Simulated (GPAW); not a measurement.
# How MoS3 (model structure) absorbs and reflects light

Aim: the dielectric function of MoS3 (model structure), and the optical constants that follow from it. The structure is a model built here, which may or may not match a known phase. It was built so: All O replaced by S and W replaced by Mo in the Pm-3m structure of WO3. The cell given below was relaxed beforehand with Ansatz.

Main program and level: GPAW 26.7.0; DFT, PBE, plane-wave PAW (GPAW data sets), scalar-relativistic, RPA, optical limit.

## Step 1: The starting structure

It takes space group Pm-3m (No. 221, cubic). The conventional cell has a = 4.686 Å, b = 4.686 Å, c = 4.686 Å, α = 90.00°, β = 90.00°, γ = 90.00°. Mo has 6 S at 2.34 Å nearest. S has 2 Mo at 2.34 Å nearest. All O replaced by S and W replaced by Mo in the Pm-3m structure of WO3. Farther neighbours and most contacts between anions are not listed.

## Step 2: Ground state

The self-consistent density comes first; it also tells whether there is a gap, which decides the occupations and the need for a Drude term.

This step: DFT, PBE, plane-wave PAW (GPAW data sets), scalar-relativistic, ground state (GPAW 26.7.0).

File gs.py:

```python
from ase import Atoms
from ase.dft.bandgap import bandgap
from gpaw import GPAW, PW, FermiDirac

atoms = Atoms(['Mo', 'S', 'S', 'S'],
              cell=[[4.68616275, 0.00000000, 0.00000000],
                    [0.00000000, 4.68616275, 0.00000000],
                    [0.00000000, 0.00000000, 4.68616275]],
              scaled_positions=[[1.00000000, 0.00000000, 0.00000000],
                                [0.50000000, 1.00000000, 0.00000000],
                                [0.00000000, 0.50000000, 0.00000000],
                                [0.00000000, 0.00000000, 0.50000000]],
              pbc=[True, True, True])
atoms.calc = GPAW(mode=PW(400), xc='PBE', kpts={'size': (5, 5, 5), 'gamma': True},
                  occupations=FermiDirac(0.05), maxiter=150, txt='gs.txt')
print('energy (eV)', atoms.get_potential_energy())
print('Fermi level (eV)', atoms.calc.get_fermi_level())
print('valence electrons', atoms.calc.get_number_of_electrons())
print('gap (eV)', bandgap(atoms.calc, output=None)[0])
print('direct gap (eV)', bandgap(atoms.calc, direct=True, output=None)[0])
atoms.calc.write('gs.gpw')
```

On the command line:

```sh
$ OMP_NUM_THREADS=1 python gs.py
```

Numbers of over 12 decimals in the logs are rounded to 6 here.

The program printed:

```text
__  _  _
 | _ |_)|_||  |
 |__||  | ||/\| - 26.7.0

Versions:
  Python: 3.12.14
  ASE:    3.29.0
  Numpy:  2.5.5
  Scipy:  1.18.1
  Libxc:  7.0.0

Input parameters:
  mode=PW(ecut=400.0),
  kpts=MonkhorstPack(size=(5, 5, 5), gamma=True),
  maxiter=150,
  occupations=Occupations(name='fermi-dirac', width=0.05, fixmagmom=False),
  xc=XC(name='PBE')

Diagonalizing LCAO Hamiltonian
Converting LCAO to pw mode
    .-----------.
   /|           |
  / |           |
 *  |           |
 |  |           |
 |  |           |
 S  .-----------.
 | S           /
 |/           /
 Mo----S-----*

Atoms  # Å, Bohr magnetons
|   | symbol |        x |        y |        z |    initial magnetic moments |
| 0 |     Mo | 4.686163 | 0.000000 | 0.000000 | ( 0.0000,  0.0000,  0.0000) |
| 1 |      S | 2.343081 | 4.686163 | 0.000000 | ( 0.0000,  0.0000,  0.0000) |
| 2 |      S | 0.000000 | 2.343081 | 0.000000 | ( 0.0000,  0.0000,  0.0000) |
| 3 |      S | 0.000000 | 0.000000 | 2.343081 | ( 0.0000,  0.0000,  0.0000) |

Unit cell  # Å
| periodic |        x |        y |        z |  lengths |    angles |
|      yes | 4.686163 | 0.000000 | 0.000000 | 4.686163 | 90.000000 |
|      yes | 0.000000 | 4.686163 | 0.000000 | 4.686163 | 90.000000 |
|      yes | 0.000000 | 0.000000 | 4.686163 | 4.686163 | 90.000000 |

Number of symmetries: 48
Symmetry operations  # r_c * U_cc + t_c -> r_c
|    | kind |            matrix            |
|  0 |  E   |  1, 0, 0,  0, 1, 0,  0, 0, 1 |
|  1 |  σ   |  1, 0, 0,  0, 1, 0,  0, 0,-1 |
|  2 |  σ   |  1, 0, 0,  0, 0, 1,  0, 1, 0 |
|  3 |  C4  |  1, 0, 0,  0, 0, 1,  0,-1, 0 |
|  4 |  C4  |  1, 0, 0,  0, 0,-1,  0, 1, 0 |
|  5 |  σ   |  1, 0, 0,  0, 0,-1,  0,-1, 0 |
|  6 |  σ   |  1, 0, 0,  0,-1, 0,  0, 0, 1 |
|  7 |  C2  |  1, 0, 0,  0,-1, 0,  0, 0,-1 |
|  8 |  σ   |  0, 1, 0,  1, 0, 0,  0, 0, 1 |
|  9 |  C2  |  0, 1, 0,  1, 0, 0,  0, 0,-1 |
| 10 |  C3  |  0, 1, 0,  0, 0, 1,  1, 0, 0 |
| 11 |  S6  |  0, 1, 0,  0, 0, 1, -1, 0, 0 |
| 12 |  S6  |  0, 1, 0,  0, 0,-1,  1, 0, 0 |
| 13 |  C3  |  0, 1, 0,  0, 0,-1, -1, 0, 0 |
| 14 |  C4  |  0, 1, 0, -1, 0, 0,  0, 0, 1 |
| 15 |  S4  |  0, 1, 0, -1, 0, 0,  0, 0,-1 |
| 16 |  C3  |  0, 0, 1,  1, 0, 0,  0, 1, 0 |
| 17 |  S6  |  0, 0, 1,  1, 0, 0,  0,-1, 0 |
| 18 |  σ   |  0, 0, 1,  0, 1, 0,  1, 0, 0 |
| 19 |  C4  |  0, 0, 1,  0, 1, 0, -1, 0, 0 |
| 20 |  C2  |  0, 0, 1,  0,-1, 0,  1, 0, 0 |
| 21 |  S4  |  0, 0, 1,  0,-1, 0, -1, 0, 0 |
| 22 |  S6  |  0, 0, 1, -1, 0, 0,  0, 1, 0 |
| 23 |  C3  |  0, 0, 1, -1, 0, 0,  0,-1, 0 |
| 24 |  S6  |  0, 0,-1,  1, 0, 0,  0, 1, 0 |
| 25 |  C3  |  0, 0,-1,  1, 0, 0,  0,-1, 0 |
| 26 |  C4  |  0, 0,-1,  0, 1, 0,  1, 0, 0 |
| 27 |  σ   |  0, 0,-1,  0, 1, 0, -1, 0, 0 |
| 28 |  S4  |  0, 0,-1,  0,-1, 0,  1, 0, 0 |
| 29 |  C2  |  0, 0,-1,  0,-1, 0, -1, 0, 0 |
| 30 |  C3  |  0, 0,-1, -1, 0, 0,  0, 1, 0 |
| 31 |  S6  |  0, 0,-1, -1, 0, 0,  0,-1, 0 |
| 32 |  C4  |  0,-1, 0,  1, 0, 0,  0, 0, 1 |
| 33 |  S4  |  0,-1, 0,  1, 0, 0,  0, 0,-1 |
| 34 |  S6  |  0,-1, 0,  0, 0, 1,  1, 0, 0 |
| 35 |  C3  |  0,-1, 0,  0, 0, 1, -1, 0, 0 |
| 36 |  C3  |  0,-1, 0,  0, 0,-1,  1, 0, 0 |
| 37 |  S6  |  0,-1, 0,  0, 0,-1, -1, 0, 0 |
| 38 |  σ   |  0,-1, 0, -1, 0, 0,  0, 0, 1 |
| 39 |  C2  |  0,-1, 0, -1, 0, 0,  0, 0,-1 |
| 40 |  σ   | -1, 0, 0,  0, 1, 0,  0, 0, 1 |
| 41 |  C2  | -1, 0, 0,  0, 1, 0,  0, 0,-1 |
| 42 |  C2  | -1, 0, 0,  0, 0, 1,  0, 1, 0 |
| 43 |  S4  | -1, 0, 0,  0, 0, 1,  0,-1, 0 |
| 44 |  S4  | -1, 0, 0,  0, 0,-1,  0, 1, 0 |
| 45 |  C2  | -1, 0, 0,  0, 0,-1,  0,-1, 0 |
| 46 |  C2  | -1, 0, 0,  0,-1, 0,  0, 0, 1 |
| 47 |  i   | -1, 0, 0,  0,-1, 0,  0, 0,-1 |

BZ-sampling:
  Number of BZ points: 125
  Number of IBZ points: 10

  Monkhorst-Pack size: [5, 5, 5]
  Monkhorst-Pack shift: [0, 0, 0]

K-points  # in reciprocal-cell coordinates
|   |                                coordinates |     weight |
| 0 | (  0.00000000,   0.00000000,   0.00000000) | 0.00800000 |
| 1 | (  0.20000000,   0.00000000,   0.00000000) | 0.04800000 |
| 2 | (  0.20000000,   0.20000000,   0.00000000) | 0.09600000 |
| 3 | (  0.20000000,   0.20000000,   0.20000000) | 0.06400000 |
| 4 | (  0.40000000,   0.00000000,   0.00000000) | 0.04800000 |
| 5 | (  0.40000000,   0.20000000,   0.00000000) | 0.19200000 |
| 6 | (  0.40000000,   0.20000000,   0.20000000) | 0.19200000 |
| 7 | (  0.40000000,   0.40000000,   0.00000000) | 0.09600000 |
| 8 | (  0.40000000,   0.40000000,   0.20000000) | 0.19200000 |
| 9 | (  0.40000000,   0.40000000,   0.40000000) | 0.06400000 |

Plane wave coefficients: 1887
Cutoff: 400.0 eV

Spin-components: 1 (collinear spins)
Bands:           24
Projectors:      21
Spin-degeneracy: 2
Datatype:        complex128

Parallelization:
  kpt:    1
  domain: 1
  band:   1

Density:
  Valence electrons: 32.0
  Components: 1
  Grid points: [24 24 24]
  Charge: 0.0  # |e|

Potential:
  Grid points: [24 24 24]

species:
  Mo:
    name:    Molybdenum
    id:
    Z:       42.0
    valence: 14
    core:    28
    charge:  0.0  # [|e|]
    compensation charges:
      type: gauss
      rc: 0.38  # [Å]
      lmax: 2
    cutoffs:
      filter: 2.16  # [Å]
      core: 1.42  # [Å]
    projectors
    | kind |    occ | energy [eV] | rcut [Å] |
    |   4s |  2.000 |     -64.307 |    1.238 |
    |   5s |  1.000 |      -4.084 |    1.238 |
    |   4p |  6.000 |     -38.491 |    1.296 |
    |   5p |  0.000 |      -1.044 |    1.296 |
    |   4d |  5.000 |      -3.754 |    1.296 |
    |    d |        |      23.458 |    1.296 |

    Using partial waves for Mo as LCAO basis

  S:
    name:    Sulfur
    id:
    Z:       16.0
    valence: 6
    core:    10
    charge:  0.0  # [|e|]
    compensation charges:
      type: gauss
      rc: 0.24  # [Å]
      lmax: 2
    cutoffs:
      filter: 1.77  # [Å]
      core: 1.66  # [Å]
    projectors
    | kind |    occ | energy [eV] | rcut [Å] |
    |   3s |  2.000 |     -17.254 |    0.974 |
    |   3p |  4.000 |      -7.008 |    0.979 |
    |    s |        |       9.957 |    0.974 |
    |    p |        |      20.203 |    0.979 |
    |    d |        |       0.000 |    0.900 |

    Using partial waves for S as LCAO basis

Reference energy: -142706.932324  # eV

eigensolver:
  PPCG
  Converge bands: occupied
  niter=2

density mixing:
  MSR1-Mixer
  Pratt-step length: 0.05
  Maximum mixing coefficient: 0.75
  Old densities: 10
  SVD Regularization: 0.005
  Good broyden scale: 1.0
  Trust region scale: 1.0
  Backstep threshold: 4.0
  History deletion threshold: 6.0
  Fourier metric: weight=20.0, sigma=0.015

occupation numbers:
  Fermi-Dirac:
    width: 0.0500  # eV

poisson solver:
  ecut: 3200.0  # eV

xc functional:
  name: PBE with 2 nearest neighbor stencil

convergence criteria:
- Maximum [total energy] change in last 3 cyles: 0.0005 eV / valence electron
- Maximum integral of absolute [dens]ity change: 0.0001 electrons / valence electron
- Maximum integral of absolute [eigenst]ate change: 4e-08 eV^2 / valence electron
maximum number of iterations: 150

SCF iterations
|iter     |      energy | eigst |  dens |
|iter:   1||  -27.026698 | +0.08 |       |
|iter:   2||  -25.378491 | -1.39 | -0.84 |
|iter:   3||  -23.467637 | -0.84 | -0.97 |
|iter:   4||  -23.434569 | -2.24 | -1.45 |
|iter:   5||  -23.424404 | -1.98 | -1.59 |
|iter:   6||  -23.387198 | -2.54 | -1.68 |
|iter:   7||  -23.381295 | -3.69 | -2.19 |
|iter:   8||  -23.381504c| -5.34 | -3.25 |
|iter:   9||  -23.381293c| -5.88 | -3.31 |
|iter:  10||  -23.381292c| -7.28 | -4.51c|
|iter:  11||  -23.381285c| -7.51c| -4.74c|

Converged in 11 steps
SCF loop duration: 7.714 s (0.701 s/step)
Energy contributions relative to reference atoms: (reference = -142706.932324)

Energy contributions:
  Kinetic:          -1.463931
  Coulomb:          -5.772539
  Zero:             -0.151170
  External:          0.000000
  Xc:              -15.961183
  Entropy:          -0.064922
  Spinorbit:         0.000000
  ----------------------------
  Free energy:     -23.413746
  Extrapolated:    -23.381285

dipole moment: (-47.692854, -47.692854, -47.692854)  # |e|*Ang

Fermi level: 3.544
Eigenvalues  # (at kpt = [0.000, 0.000, 0.000])
| band index |      eig [eV] | occ [0-2] |
|          0 |       -58.801 |     2.000 |
|        ... |               |           |
|         11 |         1.748 |     2.000 |
|         12 |         1.748 |     2.000 |
|         13 |         2.352 |     2.000 |
|         14 |         2.352 |     2.000 |
|         15 |         2.352 |     2.000 |
|         16 |         2.971 |     2.000 |
|         17 |         2.971 |     2.000 |
|         18 |         2.971 |     2.000 |
|         19 |         3.898 |     0.002 |
|         20 |         3.898 |     0.002 |
|         21 |         8.008 |     0.000 |
|         22 |        10.331 |     0.000 |
|         23 |        10.946 |     0.000 |

No gap
No difference between direct/indirect transitions

--- standard output ---
energy (eV) -23.381285
Fermi level (eV) 3.543865
valence electrons 32.0
gap (eV) 0.0
direct gap (eV) 0.0
```

The job ended after 9 s (1 thread of Arm Neoverse V2, shared host; peak memory 0.15 GiB).

Numbers from this step:

- energy: -23.38 eV
- Fermi energy: 3.544 eV
- electrons: 32

There are states at the Fermi level within the smearing, so the occupations stay smeared and the carriers get a Drude term.

## Step 3: Bands for the response

The response needs many more empty bands than the density does.

This step: DFT, PBE, plane-wave PAW (GPAW data sets), scalar-relativistic, bands at fixed density (GPAW 26.7.0).

File nscf.py:

```python
from ase.dft.bandgap import bandgap
from gpaw import GPAW, FermiDirac

calc = GPAW('gs.gpw').fixed_density(kpts={'size': (8, 8, 8), 'gamma': True}, nbands=42, convergence={'bands': 36},
                                    occupations=FermiDirac(0.05), txt='nscf.txt')
print('gap (eV)', bandgap(calc, output=None)[0])
print('direct gap (eV)', bandgap(calc, direct=True, output=None)[0])
calc.write('full.gpw', mode='all')
```

On the command line:

```sh
$ OMP_NUM_THREADS=1 python nscf.py
```

The program printed:

```text
Diagonalizing LCAO Hamiltonian
Converting LCAO to pw mode
convergence criteria:
- Maximum integral of absolute [eigenst]ate change: 4e-08 eV^2 / valence electron
maximum number of iterations: 150

SCF iterations
|iter     |      energy | eigst |  dens |
|iter:   1||             | +2.80 |       |
|iter:   2||             | +1.63 |       |
|iter:   3||             | +0.87 |       |
|iter:   4||             | +0.11 |       |
|iter:   5||             | -0.54 |       |
|iter:   6||             | -1.27 |       |
|iter:   7||             | -1.93 |       |
|iter:   8||             | -2.66 |       |
|iter:   9||             | -3.28 |       |
|iter:  10||             | -3.93 |       |
|iter:  11||             | -4.47 |       |
|iter:  12||             | -5.02 |       |
|iter:  13||             | -5.50 |       |
|iter:  14||             | -6.01 |       |
|iter:  15||             | -6.58 |       |
|iter:  16||             | -7.10 |       |
|iter:  17||             | -7.62c|       |
SCF steps: 17
  __  _  _
 | _ |_)|_||  |
 |__||  | ||/\| - 26.7.0

Versions:
  Python: 3.12.14
  ASE:    3.29.0
  Numpy:  2.5.5
  Scipy:  1.18.1
  Libxc:  7.0.0

Input parameters:
  mode=PW(ecut=400.0),
  convergence={'bands': 36},
  gpts=array([24, 24, 24]),
  kpts=MonkhorstPack(size=(8, 8, 8), gamma=True),
  maxiter=150,
  nbands=42,
  occupations=Occupations(name='fermi-dirac', width=0.05, fixmagmom=False),
  parallel={},
  xc=XC(name='PBE')

--- standard output ---
gap (eV) 0.0
direct gap (eV) 0.0
```

The job ended after 61 s (1 thread; peak memory 0.21 GiB).

(Part 1 of 2 ends here.)

[Machine, clock and banner lines and Python warnings are left out of the logs.]

[Logs are printed without paths, hosts, clocks, repeated set-up lines and the standing remarks that a program may print on its own settings, such as how far it seeks lower states.]

[Hosts, paths, dates, database ids (printed as entryN), source tags and the programs' standing remarks are cut or masked in the printed files.]
